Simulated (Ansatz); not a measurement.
# Lattice dynamics of LaTe (Fm-3m), part 2 of 2

How does LaTe (Fm-3m) vibrate, and is this structure a minimum?

Ansatz 0.2.0; DFT PBEsol, scalar-relativistic, plane waves, PAW; PAW set soft_1.

So far. Step 3 (Relaxing to small forces for the phonons): The forces vanish by symmetry and the pressure is 0.000 GPa, within the tolerances set. The cell now holds 32.61 Å³/atom. Step 4 (Modes at Γ): Before it was imposed, the acoustic sum rule was missed by 1.7e-4 eV/Å². Small misses are needed for a sound result but don't prove that mesh and cutoff are converged. The lowest optical mode is real, 156 cm⁻¹. The relaxed cell has a = 6.390 Å (conventional setting).

## (5) The dispersion

Stability and thermal properties need the whole zone. Linear response on a 4×4×4 q mesh gives force constants as far as a supercell of that size would.

input.yaml reads:

```yaml
crystal:
  lattice:
    - [0.0, 3.1948516099, 3.1948516099]
    - [3.1948516099, 0.0, 3.1948516099]
    - [3.1948516099, 3.1948516099, 0.0]
  atoms:
    - { symbol: La, position: [0.0, 0.0, 0.0] }
    - { symbol: Te, position: [0.5, 0.5, 0.5] }
kpoints:
  mp_grid: { grid: [12, 12, 12] }
hamiltonian:
  xc: pbesol
  pseudopotentials: { kind: paw, azcp: { folder: soft_1 }, xc_functional: pbe }
scf:
  occupations: { method: methfessel_paxton, width: 0.2 }
output:
  eigenvalues: true
phonons:
  method: dfpt
  qmesh: [4, 4, 4]
  temperatures: { t_max: 1000, t_step: 50 }
  qpath:
    path:
      - [[0.0, 0.0, 0.0], [0.5, 0.0, 0.5], [0.625, 0.25, 0.625]]
      - [[0.375, 0.375, 0.75], [0.0, 0.0, 0.0], [0.5, 0.5, 0.5], [0.5, 0.25, 0.75], [0.5, 0.0, 0.5]]
    npoints: 10
```

On the command line:

```console
$ ansatz run input.yaml --threads 4 --pin off --max-ram 10240MiB --backend cpu --events-out ev --progress --plain --runs-dir out
```

Numbers of over 12 decimals in the logs are rounded to 6 here.

Log:

```text
[...]
Crystal: 2 atoms, lattice volume = 65.220 Å³
Basis set: ecut = 420 eV, 1243 PW (Γ), exchange–correlation on 64×64×64 points (8 copies of the dense FFT grid, shifted against one another)
Bands: 18, of which v1, the nominal top of the filled ones, is band 14 counted from 1 (13 counted from 0)
Symmetry: 48 space group operations
k-points: 72 of 1728
[...]
SCF iter   1: F=—  HF=-13066.974018 eV  |F-HF|=—  |Δ(HF+E_count)|=         —  Δρ=4.09e-2  dr2=2.59e0  ethr=3.10e-3  ⟨swp⟩=7.8  Hψ=22939  notcnv=0  defer=3
[...]
SCF iter  11: F=-13066.278481 eV  HF=-13066.278481 eV  |F-HF|=1.82e-12  |Δ(HF+E_count)|=  5.46e-12  S|Δr|=    0.00e0  Δρ=2.49e-8  dr2=4.05e-13  ethr=1.00e-12  ⟨swp⟩=14.6  Hψ=12236  notcnv=0
SCF 1 converged in 11 iterations: F = -13066.278481 eV  dr2 = 4.05e-13
[...]
phonons: the bands overlap, so this run is a metal and interpolates without the dipole-dipole term. If the crystal is really an insulator or semiconductor, its LO-TO splitting is missing
NSCF: frozen V_eff on 72 k-points
[...]
DFPT response loops at q = (0, 0, 0) (fractional): preconditioner auto → Kerker (q_TF=auto, 2.355 Å⁻¹) (partly filled bands, converged f_vac=0.000); β = 1.00, the filter's whole step (`scf.mixing.beta` (0.50) is not read by the response loops under this deck's `scf.mixing.preconditioner`; to damp them name `kerker` or `kerker_dos`, under which they read `scf.mixing.beta`, and type it under 1.00, their step now; both keys bind the ground state too); Broyden in place of MSR1
[...]
SCF converged after 11 iterations
[...]
Free energy (F): -13066.278481 eV
[...]
Internal energy: -13066.280337 eV  (E = F + TS)
E sigma→0 (E₀):  -13066.278945 eV
Entropy (-TS):   0.001856 eV (0.928 meV/atom)
Fermi energy:    11.624632 eV
[...]
--- Band table (eV; the first three rows and the last of 72) ---
  k-point 0: bands = [... 10 lower, 9.3501, 9.3501, 9.3501, 11.6044, 11.6044, 11.6044, 12.3023, 12.3023, ... 12 higher]
  k-point 1: bands = [... 10 lower, 9.0134, 9.1607, 9.1607, 11.6229, 11.6959, 11.6959, 12.4837, 12.4837, ... 12 higher]
  k-point 2: bands = [... 10 lower, 8.2976, 8.7521, 8.7521, 11.6592, 11.9316, 11.9316, 12.7851, 12.7851, ... 12 higher]
  k-point 71: bands = [... 10 lower, 7.5860, 8.1392, 8.1392, 12.0951, 12.0951, 12.9603, 12.9603, 13.0084, ... 12 higher]
--- Phonons (Γ-DFPT): 2 representative perturbations + reference (Σ response iterations 6) ---
  ASR residual: 1.694e-4 → 0.000e0 eV/Å²; symmetrization residual: 3.278e-5 eV/Å²
  ASR residual per site (eV/Å²): 1.69e-4 1.01e-4
  Γ frequencies (cm⁻¹): 0.00 0.00 0.00 156.45 156.45 156.45
--- Phonons (arbitrary-q DFPT): 8 irreducible q on the 4×4×4 mesh ---
  q = [0.0000, 0.0000, 0.0000] (star 1, of the zone-centre solve; hermiticity 1.09e-5, symmetrization 5.96e-12): 0.00 0.00 0.00 156.45 156.45 156.45
  q = [0.0000, 0.0000, 0.2500] (star 8, 2 solved perturbations on 936 of 1728 k-point pairs; hermiticity 8.13e-6, symmetrization 3.56e-12): 59.35 59.35 68.64 143.58 145.13 145.13
[...]
q = [0.0000, 0.2500, 0.2500] (star 6, 4 solved perturbations in 1608 linear systems a pass and spin channel, the states on 510 of 1728 k-point pairs; hermiticity 8.16e-6, symmetrization 9.71e-13): 30.48 30.48 96.14 122.27 153.02 153.02
[...]
sum rule: each row above includes the acoustic sum rule's correction from the zone centre's row sums; it moved no ω² by more than (0.58 cm⁻¹)²
  mesh force constants: q→R imaginary residual 5.95e-18; ASR residual 1.694e-4 → 0.000e0 eV/Å²; symmetrization residual 3.553e-15 eV/Å²
  interpolated dispersion: 62 rows × 6 modes
  density of states and harmonic sums: on the 20×20×20 q-mesh, interpolated from the force constants of a 4×4×4 supercell (no non-analytic term)
  largest difference from the sums on the solved wave vectors: F 1.39e-2 eV, S 1.79e-5 and C_V 4.01e-6 eV/K
  zero-point energy: 0.038131 eV/cell   skipped modes (ω ≤ 0): 3   left out of the sums: 6.25e-5 of the cell's modes: C_V's classical limit lies that fraction below 3 k_B per atom; for a crystal, a wire or a layer, F and S can be off by more, and a phonons.interpolated_qmesh denser along its periods is the remedy for the sampling
```

Elapsed: 9.4 min, on 4 threads of Arm Neoverse V1, shared host; peak memory 5 GiB; 37 min of CPU time.

This step gave:

```yaml
sum_rule_residual_before_enforcement: 1.69e-4 eV/Å²
lowest_frequency_on_the_path: 0 cm⁻¹
highest_frequency_on_the_path_or_at_a_solved_wavevector: 156.5 cm⁻¹
mean_frequency: 102.5 cm⁻¹
debye_temperature_second_moment: 204 K
logarithmic_mean_frequency: 93.4 cm⁻¹
lowest_mode_on_the_q_mesh_acoustic_modes_at_gamma_apart: 30.48 cm⁻¹
zero_point_energy_per_atom: 19.07 meV
heat_capacity_at_300_k: 24.38 J/(mol atoms K)
vibrational_entropy_at_300_k: 45.27 J/(mol atoms K)
edges_of_the_widest_gap_between_branches_on_path_and_mesh: 100.3, 117.6 cm⁻¹
```

Frequencies (cm⁻¹) solved at each irreducible wavevector; negative means imaginary. Frequencies by wavevector, by row:

| q in reciprocal lattice units | star | mode 1 | mode 2 | mode 3 | mode 4 | mode 5 | mode 6 |
| --- | --- | --- | --- | --- | --- | --- | --- |
| 0 0 0 | 1 | 0 | 0 | 0 | 156.4 | 156.4 | 156.4 |
| 0 0 0.25 | 8 | 59.4 | 59.4 | 68.6 | 143.6 | 145.1 | 145.1 |
| 0 0 -0.5 | 4 | 89.9 | 100.3 | 100.3 | 117.6 | 117.6 | 124.1 |
| 0 0.25 0.25 | 6 | 30.5 | 30.5 | 96.1 | 122.3 | 153 | 153 |
| 0 0.25 -0.5 | 24 | 62.3 | 69.3 | 70.5 | 138.1 | 140.4 | 140.4 |
| 0 0.25 -0.25 | 12 | 39.2 | 96 | 97.1 | 120 | 122.5 | 149.2 |
| 0 -0.5 -0.5 | 3 | 45.8 | 45.8 | 46 | 146.7 | 149.5 | 149.5 |
| 0.25 -0.5 -0.25 | 6 | 47.7 | 47.7 | 92.1 | 120.9 | 147.2 | 147.2 |

Interpolated from a 4×4×4 q mesh. Phonon branches along the path, in cm⁻¹:

| point | branch 1 | branch 2 | branch 3 | branch 4 | branch 5 | branch 6 |
| --- | --- | --- | --- | --- | --- | --- |
| Γ | 0 | 0 | 0 | 156 | 156 | 156 |
| halfway | 30 | 30 | 96 | 122 | 153 | 153 |
| X | 46 | 46 | 46 | 147 | 150 | 150 |
| halfway | 44 | 54 | 54 | 147 | 147 | 147 |
| U | 40 | 70 | 71 | 139 | 140 | 146 |
| jump to K | 40 | 70 | 71 | 139 | 140 | 146 |
| halfway | 35 | 81 | 88 | 131 | 133 | 152 |
| Γ | 0 | 0 | 0 | 156 | 156 | 156 |
| halfway | 59 | 59 | 69 | 144 | 145 | 145 |
| L | 90 | 100 | 100 | 118 | 118 | 124 |
| halfway | 64 | 69 | 98 | 121 | 139 | 139 |
| W | 48 | 48 | 92 | 121 | 147 | 147 |
| halfway | 43 | 51 | 67 | 139 | 146 | 149 |
| X | 46 | 46 | 46 | 147 | 150 | 150 |

The phonon branches as a text plot (rows in cm⁻¹):

```
    153 |***********           ************
    147 |           ***********   **       **           *********
    140 |   *     **     **      *           *        **      *
    134 |    **  *         *    *             *     **      **
    127 |       *           *  *               ******
    121 |      *             **                 ************
    114 |
    108 |
    101 |                                        *****
     95 |      *            ****                * **  *****
     88 |    ** *           *   *              ****        *
     82 |                  *    *             *    **       *
     75 |        *               *           *      **       *
     68 |   *            **      *          **       **
     62 |         **    *         **        *         **      *
     55 |              *                   *           **
     49 |  *        ***           **       *             ********
     42 |        **** ***** ***     *     *                 ****
     36 |       *          *   **   *     *
     29 |      *                 *       *
     23 | *  **                   ** *   *
     16 |   *                       **  *
     10 | **                         *  *
      3 |*                            **
         Γ           X  U|K            Γ         L        W     X
```

The phonon density of states has structure finer than the step of the table below, so its rows give means over 5 cm⁻¹, whole bins alone (the curve runs from 1 to 157 cm⁻¹). Peaks (cm⁻¹: height): 47.0: 0.0637, 95.0: 0.0824, 123.0: 0.106, 147.0: 0.158.

Tetrahedra on a 20×20×20 mesh, mean over bins of 2 cm-1. Interpolated from a 4×4×4 q mesh. The phonon density of states by wavenumber; means over each step:

| wavenumber (cm⁻¹) | phonon density of states (1/cm⁻¹/cell) |
| --- | --- |
| 5 | 1.1e-4 |
| 10 | 7.2e-4 |
| 15 | 0.00190 |
| 20 | 0.00357 |
| 25 | 0.00579 |
| 30 | 0.00866 |
| 35 | 0.0130 |
| 40 | 0.0295 |
| 45 | 0.0559 |
| 50 | 0.0602 |
| 55 | 0.0492 |
| 60 | 0.0426 |
| 65 | 0.0401 |
| 70 | 0.0392 |
| 75 | 0.0393 |
| 80 | 0.0404 |
| 85 | 0.0435 |
| 90 | 0.0534 |
| 95 | 0.0638 |
| 100 | 0.00915 |
| 105 | 1.5e-6 |
| 110 | 0 |
| 115 | 4.2e-4 |
| 120 | 0.0402 |
| 125 | 0.0811 |
| 130 | 0.0659 |
| 135 | 0.0690 |
| 140 | 0.0827 |
| 145 | 0.128 |
| 150 | 0.104 |

The partial phonon density of states has structure finer than the step of the table below, so its rows give means over 5 cm⁻¹, whole bins alone (the curve runs from -10 to 171 cm⁻¹). Peaks (cm⁻¹: height): La 49.2: 0.0337, 68.6: 0.0300, 78.9: 0.0389, 88.0: 0.0513, 94.8: 0.0620, 147.2: 0.0626; Te 49.2: 0.0289, 78.9: 0.0181, 122.2: 0.0717, 146.1: 0.0742.

Phonopy on the run's constants, 15x15x15 mesh, Gaussian sigma 2.0 cm-1. Interpolated from a 4×4×4 q mesh. The partial phonon density of states by wavenumber; means over each step; values in 1/cm⁻¹/cell:

| wavenumber (cm⁻¹) | La | Te |
| --- | --- | --- |
| -5 | 1.2e-5 | 9.3e-6 |
| 0 | 7.0e-5 | 6.6e-5 |
| 5 | 1.1e-4 | 1.0e-4 |
| 10 | 4.4e-4 | 4.0e-4 |
| 15 | 9.8e-4 | 9.0e-4 |
| 20 | 0.00220 | 0.00202 |
| 25 | 0.00313 | 0.00290 |
| 30 | 0.00428 | 0.00397 |
| 35 | 0.00747 | 0.00690 |
| 40 | 0.0170 | 0.0152 |
| 45 | 0.0283 | 0.0246 |
| 50 | 0.0318 | 0.0272 |
| 55 | 0.0273 | 0.0220 |
| 60 | 0.0238 | 0.0179 |
| 65 | 0.0237 | 0.0158 |
| 70 | 0.0256 | 0.0161 |
| 75 | 0.0224 | 0.0113 |
| 80 | 0.0323 | 0.0149 |
| 85 | 0.0277 | 0.00800 |
| 90 | 0.0456 | 0.0100 |
| 95 | 0.0544 | 0.00342 |
| 100 | 0.0166 | 8.8e-4 |
| 105 | 2.8e-4 | 1.4e-5 |
| 110 | 0 | 4.7e-6 |
| 115 | 1.3e-4 | 0.00236 |
| 120 | 0.00259 | 0.0443 |
| 125 | 0.00995 | 0.0639 |
| 130 | 0.0160 | 0.0481 |
| 135 | 0.0231 | 0.0457 |
| 140 | 0.0333 | 0.0505 |
| 145 | 0.0550 | 0.0687 |
| 150 | 0.0480 | 0.0537 |
| 155 | 0.0157 | 0.0170 |
| 160 | 0.00103 | 0.00112 |
| 165 | 2.1e-6 | 2.1e-6 |

Second derivatives of the energy by pair, one row for each kind of neighbour of each atom listed. Each entry sums the pair over the periodic images of the supercell that the q mesh stands for, and in a polar crystal it holds the long-range dipole part too. Force constants by pair, by row:

| atom | neighbour | distance (Å) | third of the trace (eV/Å²) | along the pair's line (eV/Å²) |
| --- | --- | --- | --- | --- |
| La1 | itself | 0 | 5.37 | – |
| La1 | Te | 3.195 | -0.9329 | -2.589 |
| La1 | La | 4.518 | 0.0311 | 0.0857 |
| La1 | Te | 5.534 | -0.0354 | -0.0836 |
| La1 | La | 6.39 | 0.0874 | 0.3004 |
| La1 | Te | 7.144 | -0.01 | -0.0371 |
| Te2 | itself | 0 | 6.38 | – |
| Te2 | La | 3.195 | -0.9329 | -2.589 |
| Te2 | Te | 4.518 | 0.006 | -0.0466 |
| Te2 | La | 5.534 | -0.0354 | -0.0836 |
| Te2 | Te | 6.39 | -0.0652 | -0.2503 |
| Te2 | La | 7.144 | -0.01 | -0.0371 |

Harmonic thermodynamic functions per atom, from the density of states. Interpolated from a 4×4×4 q mesh. Thermodynamic functions, by row:

| T (K) | F_vib (meV/atom) | S (J/mol-atom/K) | C_V (J/mol-atom/K) |
| --- | --- | --- | --- |
| 0 | 19.07 | 0 | 0 |
| 50 | 17.64 | 8.085 | 13.04 |
| 100 | 10.24 | 19.97 | 20.54 |
| 200 | -19.25 | 35.51 | 23.7 |
| 300 | -61.42 | 45.27 | 24.38 |
| 400 | -112.2 | 52.32 | 24.62 |
| 500 | -169.3 | 57.83 | 24.74 |
| 600 | -231.7 | 62.34 | 24.8 |
| 700 | -298.4 | 66.17 | 24.84 |
| 800 | -368.7 | 69.49 | 24.86 |
| 900 | -442.2 | 72.42 | 24.88 |
| 1000 | -518.7 | 75.04 | 24.89 |

Harmonic mean-square displacement, third of the trace. Interpolated from a 4×4×4 q mesh. Mean square displacements, by row:

| T (K) | La1 U_eq (Å²) | Te2 U_eq (Å²) |
| --- | --- | --- |
| 0 | 0.00156 | 0.0015 |
| 100 | 0.00396 | 0.00364 |
| 300 | 0.01112 | 0.01011 |
| 600 | 0.0221 | 0.02006 |

Symmetry leaves 8 wavevectors to solve. The lowest mode among them, the acoustic zeros apart, lies at q = (0, 0.25, 0.25) and is real, 30.5 cm⁻¹.

## (6) Isotope substitution

An isotope changes the mass and not the force constants, so no new electronic calculation is needed; the shifts show which modes move this element.

The same force constants with the mass of Te changed from 127.600 to 129.906 u (phonopy, no LO-TO term). Both lists are sorted by frequency; levels can cross, so a row need not hold one and the same mode. Modes under 3 cm⁻¹ are left out. Isotope shifts, by row:

| q | rank | natural mass (cm⁻¹) | changed mass (cm⁻¹) |
| --- | --- | --- | --- |
| 0 0 0 | 4 | 156.4 | 155.7 |
| 0 0 0 | 5 | 156.4 | 155.7 |
| 0 0 0 | 6 | 156.4 | 155.7 |
| 0 0 0.25 | 1 | 59.35 | 59.12 |
| 0 0 0.25 | 2 | 59.35 | 59.12 |
| 0 0 0.25 | 3 | 68.64 | 68.39 |
| 0 0 0.25 | 4 | 143.6 | 142.8 |
| 0 0 0.25 | 5 | 145.1 | 144.4 |
| 0 0 0.25 | 6 | 145.1 | 144.4 |
| 0 0 -0.5 | 1 | 89.91 | 89.91 |
| 0 0 -0.5 | 2 | 100.3 | 100.3 |
| 0 0 -0.5 | 3 | 100.3 | 100.3 |
| 0 0 -0.5 | 4 | 117.6 | 116.6 |
| 0 0 -0.5 | 5 | 117.6 | 116.6 |
| 0 0 -0.5 | 6 | 124.1 | 123 |
| 0 0.25 0.25 | 1 | 30.48 | 30.34 |
| 0 0.25 0.25 | 2 | 30.48 | 30.34 |
| 0 0.25 0.25 | 3 | 96.14 | 96.14 |
| 0 0.25 0.25 | 4 | 122.3 | 121.2 |
| 0 0.25 0.25 | 5 | 153 | 152.3 |
| 0 0.25 0.25 | 6 | 153 | 152.3 |

A mode of this element alone would shift by -0.89 %. The highest zone-centre frequency without the field goes from 156.4 to 155.7 cm⁻¹ (-0.5 %). The product of the frequency ratios over all optical modes at Γ is 0.986; the product rule, (m/m′)^(3k/2) (M′/M)^(3/2) with k = 1 such atoms and M the mass of the cell, gives 0.986.

## (7) Summary of results

| Item | Value |
| --- | --- |
| space group after relaxation (within 0.01 Å) | Fm-3m |
| volume per atom | 32.6 Å³ |
| electronic character | no gap on this mesh |
| highest optical mode at the zone centre (no LO-TO term) | 156 cm⁻¹ |
| lowest optical zone-centre mode | 156 cm⁻¹ |
| lowest mode on the q mesh (acoustic modes at Γ apart) | 30.5 cm⁻¹ |
| highest frequency on the path or at a solved wavevector | 156 cm⁻¹ |
| zero-point energy per atom | 19.1 meV |
| heat capacity at 300 K | 24.4 J/(mol atoms K) |
| vibrational entropy at 300 K | 45.3 J/(mol atoms K) |
| Debye temperature (second moment) | 204 K |
| imaginary modes on the 4×4×4 q mesh | none |

**Reading.** The structure is a minimum as far as tested: no mode is imaginary at the 8 irreducible wavevectors of the 4×4×4 mesh, and the softest away from the acoustic zeros lies at 30 cm⁻¹. The optical modes at Γ form one degenerate level at 156 cm⁻¹. On the path and the mesh, the widest gap between branches runs from 100 to 118 cm⁻¹. With no gap, or one that is small against the smearing, the frequencies hang on the k mesh and the smearing, most of all near Kohn anomalies. The phonon runs are without spin polarisation, although the cell has an odd electron count. Spin-orbit coupling is left out, which can matter for the heavy elements here. The PAW files were made for PBE and serve the other functionals too. These are harmonic frequencies at zero temperature: anharmonic shifts, linewidths and thermal expansion are left out.

[Logs are printed without paths, hosts, clocks, repeated set-up lines and the standing remarks that a program may print on its own settings, such as how far it seeks lower states.]

[Hosts, paths, dates, database ids (printed as entryN), source tags and the programs' standing remarks are cut or masked in the printed files.]
